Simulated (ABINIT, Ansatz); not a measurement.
# How the form of the self-energy moves the gap of Tellurium (P3_121, 3 atoms a cell)

How much does the gap of Tellurium (P3_121, 3 atoms a cell) depend on the approximation to the self-energy?

Method: PBE and many-body steps on it, plane waves, in ABINIT 10.8.3.

Report form: the programs' logs are mostly left out.

The database entry behind the starting cell differs from later determinations by our own check (inner coordinate of an old entry), so it need not match the best structure at ambient conditions.

## Step 1: The starting structure

It takes space group P3_121 (No. 152, trigonal). The conventional cell has a = 4.454 Å, b = 4.454 Å, c = 5.924 Å, α = 90.00°, β = 90.00°, γ = 120.00°. Nearest to Te lie 2 Te at 2.86 Å.

The cell and positions come from the Crystallography Open Database and are kept as given unless a step says otherwise. Spin-orbit coupling is left out unless a step names it.

## Step 2: Empty states on the mesh, 3×3×2 mesh, 743 bands

This step: ABINIT 10.8.3; DFT, PBE, plane waves, norm-conserving pseudopotentials.

The sums over transitions need many empty states on a uniform mesh; this step solves for them.

File run.abi:

```
acell 3*1.0 Angstrom
rprim 
  4.454000000025 -0.000000000006 0.000000000000
  -2.227000000008 3.857277148481 0.000000000000
  0.000000000000 0.000000000000 5.924000000000
ntypat 1
znucl 52
natom 3
typat 1 1 1
xred 
  0.269000000000 0.000000000000 0.333333333333
  0.000000000000 0.269000000000 0.666666666667
  0.731000000000 0.731000000000 -0.000000000000
pp_dirpath "pseudos"
pseudos "Te.upf"
ecut 34
ngkpt 3 3 2
nshiftk 1
shiftk 0 0 0
kptopt 1
chksymbreak 0
iscf -2
irdden 1
istwfk *1
nband 743
nbdbuf 66
tolwfr 1e-09
nstep 60
prtvol 0
indata_prefix "in"
outdata_prefix "out"
tmpdata_prefix "tmp"
```

The run is started by

```bash
OMP_NUM_THREADS=1 mpirun -n 4 abinit run.abi > log
```

Elapsed: 18 min, on 4 MPI ranks of Arm Neoverse V1, shared host; peak memory 0.9 GiB.

Numbers from this step:

```yaml
gap: 0.1739 eV
k_of_the_valence_top: 0.3333, 0.3333, 0.5
k_of_the_conduction_bottom: 0.3333, 0.3333, 0.5
least_direct_gap: 0.1739 eV
k_points_computed: 6
lowest_point_of_the_top_converged_band_above_the_valence_top: 187.6723 eV
```

On this mesh the gap is 0.174 eV.

The density comes from a self-consistent run that is not shown.

## Step 3: Screening, 3×3×2 mesh, 290 bands, screening to 176.9 eV

The RPA dielectric matrix is built and inverted for each q.

This step: RPA screening on PBE, plane waves, norm-conserving pseudopotentials.

Changes to run.abi since step 2:

```diff
@@ -21,10 +21,11 @@
 chksymbreak 0
-iscf -2
-irdden 1
 istwfk *1
-nband 743
-nbdbuf 66
-tolwfr 1e-09
-nstep 60
-prtvol 0
+occopt 1
+irdwfk 1
+optdriver 3
+nband 290
+ecuteps 6.5
+inclvkb 2
+awtr 1
+symchi 1
 indata_prefix "in"
```

Wall time 2.4 min (4 MPI ranks); peak memory 1.7 GiB; 9.7 min of CPU time.

Numbers from this step:

- ε∞ with local fields, on this mesh, along the program's q direction: 1659
- the same without local fields: 2099
- plasma frequency: 25.50 eV
- plane waves in the screening matrix: 529

Local fields lower ε∞ by 21 %. The value itself is an artefact of the mesh, where one narrow direct gap carries too much weight.

## Step 4: G0W0, Godby-Needs plasmon pole

The self-energy is evaluated for the states that the input lists, and the levels follow from it, in one-shot runs by the linearised quasiparticle equation.

This step: G0W0 on PBE, plane waves, norm-conserving pseudopotentials.

Changes to run.abi since step 3:

```diff
@@ -24,8 +24,17 @@
 irdwfk 1
-optdriver 3
+optdriver 4
 nband 290
+gwcalctyp 0
+ecutsigx 34
+symsigma 1
+nkptgw 2
+kptgw 
+  0.3333333333 0.3333333333 0.5000000000
+  0.0000000000 0.0000000000 0.0000000000
+bdgw 
+  23 27
+  22 26
 ecuteps 6.5
-inclvkb 2
-awtr 1
-symchi 1
+irdscr 1
+ppmodel 1
 indata_prefix "in"
```

Wall time 71 s (4 MPI ranks); peak memory 1.8 GiB; 4.7 min of CPU time.

This step gave:

```
G0W0 gap on the points computed              : 0.5020 eV
starting gap on the mesh                     : 0.1739 eV
k of the valence top                         : 0.3333, 0.3333, 0.5
k of the conduction bottom                   : 0.3333, 0.3333, 0.5
Z at the valence top                         : 0.784
Z at the conduction bottom                   : 0.786
least direct G0W0 gap on the computed points : 0.5020 eV
```

The gap on the mesh goes from 0.17 eV to 0.50 eV, a correction of +0.33 eV.

## Step 5: G0W0, von der Linden-Horsch plasmon pole

Changes to run.abi since step 4:

```diff
@@ -38,3 +38,3 @@
 irdscr 1
-ppmodel 1
+ppmodel 3
 indata_prefix "in"
```

Run time: 27 s. Hardware: 4 MPI ranks; peak memory 1.6 GiB.

Numbers from this step:

* G0W0 gap on the points computed: 0.5100 eV
* starting gap on the mesh: 0.1739 eV
* k of the valence top: 0.3333, 0.3333, 0.5
* k of the conduction bottom: 0.3333, 0.3333, 0.5
* Z at the valence top: 0.837
* Z at the conduction bottom: 0.839
* least direct G0W0 gap on the computed points: 0.5100 eV

Against G0W0 in ABINIT (3×3×2 mesh, 290 bands, screening to 176.9 eV, Godby-Needs plasmon pole), the gap moves by +0.008 eV.

## Step 6: G0W0, Engel-Farid plasmon pole

Changes to run.abi since step 5:

```diff
@@ -38,3 +38,3 @@
 irdscr 1
-ppmodel 3
+ppmodel 4
 indata_prefix "in"
```

It took 27 s on 4 MPI ranks; peak memory 1.6 GiB.

Numbers from this step:

- G0W0 gap on the points computed: 0.4830 eV
- starting gap on the mesh: 0.1739 eV
- k of the valence top: 0.3333, 0.3333, 0.5
- k of the conduction bottom: 0.3333, 0.3333, 0.5
- least direct G0W0 gap on the computed points: 0.4830 eV

Against G0W0 in ABINIT (3×3×2 mesh, 290 bands, screening to 176.9 eV, Godby-Needs plasmon pole), the gap moves by −0.019 eV.

## Step 7: One-shot COHSEX

This step: one-shot COHSEX on PBE, plane waves, norm-conserving pseudopotentials.

Changes to run.abi since step 6:

```diff
@@ -26,3 +26,3 @@
 nband 290
-gwcalctyp 0
+gwcalctyp 7
 ecutsigx 34
@@ -38,3 +38,2 @@
 irdscr 1
-ppmodel 4
 indata_prefix "in"
```

Run time: 3.3 s. Hardware: 4 MPI ranks; peak memory 0.91 GiB.

Numbers from this step:

* quasiparticle gap on the points computed: 0.6010 eV
* starting gap on the mesh: 0.1739 eV
* k of the valence top: 0.3333, 0.3333, 0.5
* k of the conduction bottom: 0.3333, 0.3333, 0.5
* least direct quasiparticle gap on the computed points: 0.6010 eV

Against G0W0 in ABINIT (3×3×2 mesh, 290 bands, screening to 176.9 eV, Godby-Needs plasmon pole), the gap moves by +0.099 eV.

## Step 8: One-shot Hartree-Fock

This step: one-shot Hartree-Fock on PBE, plane waves, norm-conserving pseudopotentials.

Changes to run.abi since step 7:

```diff
@@ -25,4 +25,4 @@
 optdriver 4
-nband 290
-gwcalctyp 7
+nband 28
+gwcalctyp 5
 ecutsigx 34
@@ -36,4 +36,4 @@
   22 26
-ecuteps 6.5
-irdscr 1
+ixc_sigma 40
+fftgw 31
 indata_prefix "in"
```

Wall time 2.7 s (4 MPI ranks); peak memory 0.18 GiB; 10 s of CPU time.

This step gave:

```yaml
quasiparticle_gap_on_the_points_computed: 4.810 eV
starting_gap_on_the_mesh: 0.1739 eV
k_of_the_valence_top: 0.3333, 0.3333, 0.5
k_of_the_conduction_bottom: 0.3333, 0.3333, 0.5
least_direct_quasiparticle_gap_on_the_computed_points: 4.810 eV
```

Against G0W0 in ABINIT (3×3×2 mesh, 290 bands, screening to 176.9 eV, Godby-Needs plasmon pole), the gap moves by +4.308 eV.

## Step 9: The runs together

Times are wall times on 4 MPI ranks of Arm Neoverse V1, shared host, good to a factor of about two. A run's time includes the screening step that it read.

| run | mesh | bands | screening cutoff (eV) | DFT gap (eV) | gap on the mesh (eV) | direct (eV) | ε∞ used | time |
| --- | --- | --- | --- | --- | --- | --- | --- | --- |
| G0W0, Godby-Needs plasmon pole | 3×3×2 | 290 | 176.9 | 0.174 | 0.502 | 0.502 | 1659.41 | 3.6 min |
| G0W0, von der Linden-Horsch plasmon pole | 3×3×2 | 290 | 176.9 | 0.174 | 0.510 | 0.510 | 1659.41 | 2.9 min |
| G0W0, Engel-Farid plasmon pole | 3×3×2 | 290 | 176.9 | 0.174 | 0.483 | 0.483 | 1659.41 | 2.9 min |
| one-shot COHSEX | 3×3×2 | 290 | 176.9 | 0.174 | 0.601 | 0.601 | 1659.41 | 2.5 min |
| one-shot Hartree-Fock | 3×3×2 | - | - | 0.174 | 4.810 | 4.810 | - | 2.7 s |

## Step 10: Results

```yaml
g0w0_godby_needs_plasmon_pole: 0.502 eV
g0w0_von_der_linden_horsch_plasmon_pole: 0.510 eV
g0w0_engel_farid_plasmon_pole: 0.483 eV
one_shot_cohsex: 0.601 eV
one_shot_hartree_fock: 4.810 eV
known_limits: not at the basis limit; model gap, bands may invert with spin-orbit coupling; exchange with frozen shells missing; screening runs away on this mesh; no spin-orbit coupling; coarse k mesh
```

G0W0, von der Linden-Horsch plasmon pole: +0.008 eV against G0W0, Godby-Needs plasmon pole. G0W0, Engel-Farid plasmon pole: −0.019 eV against G0W0, Godby-Needs plasmon pole. One-shot COHSEX: +0.099 eV against G0W0, Godby-Needs plasmon pole. One-shot Hartree-Fock: +4.308 eV against G0W0, Godby-Needs plasmon pole. Bare exchange alone opens the gap to 4.81 eV; against G0W0, correlation takes back 4.31 eV. Static COHSEX lies above G0W0: it lacks the factor Z and overstates the Coulomb hole of the filled states. Bands and cutoff are finite, so the gap is not at the basis limit. The miss can reach some tenths of an eV and take either sign; the mesh is an error of its own. In the G0W0 runs levels were corrected at 2 k points alone, so a gap called «on the mesh» is the least over those, and an edge elsewhere would be missed. The 3×3×2 mesh is coarse for this cell, which bears on the long-range parts of exchange and screening. With atoms this heavy and so narrow a gap, spin-orbit coupling can invert the bands. These scalar-relativistic gaps are then model values, not to be set against experiment, and a spin-orbit change taken from DFT can't simply be added. The norm-conserving file of at least one element keeps a d shell over frozen s and p shells of the same row. Exchange with those shells is missing from the self-energy, an error of 0.3 to 0.9 eV in cases checked, whose sign depends on which edge lies on those atoms. For the PBE start: On this mesh the RPA ε∞ passes 90, more than nearly any semiconductor shows; a coarse mesh does this where one point with a narrow direct gap carries much weight. The screening is then too strong, and the G0W0 gap should not be taken as the material's.

[Paths, hosts, dates, memory and timing lines, banners, echoed tables and standing remarks are left out of the program output.]

[Logs are printed without paths, hosts, clocks, repeated set-up lines and the standing remarks that a program may print on its own settings, such as how far it seeks lower states.]

[Runs of the session that timed out or met a known fault of the program may be left out.]

[Hosts, paths, dates, database ids (printed as entryN), source tags and the programs' standing remarks are cut or masked in the printed files.]

[G0W0 gaps are taken among the corrected bands and points alone; a level outside them can change the order at an edge.]

[Where Ansatz stands beside ABINIT at settings called matched, ABINIT's density can come from a denser mesh and the files from another edition; pairs whose starting gaps differed by over 0.03 eV were left out, so agreement reads better than it is.]
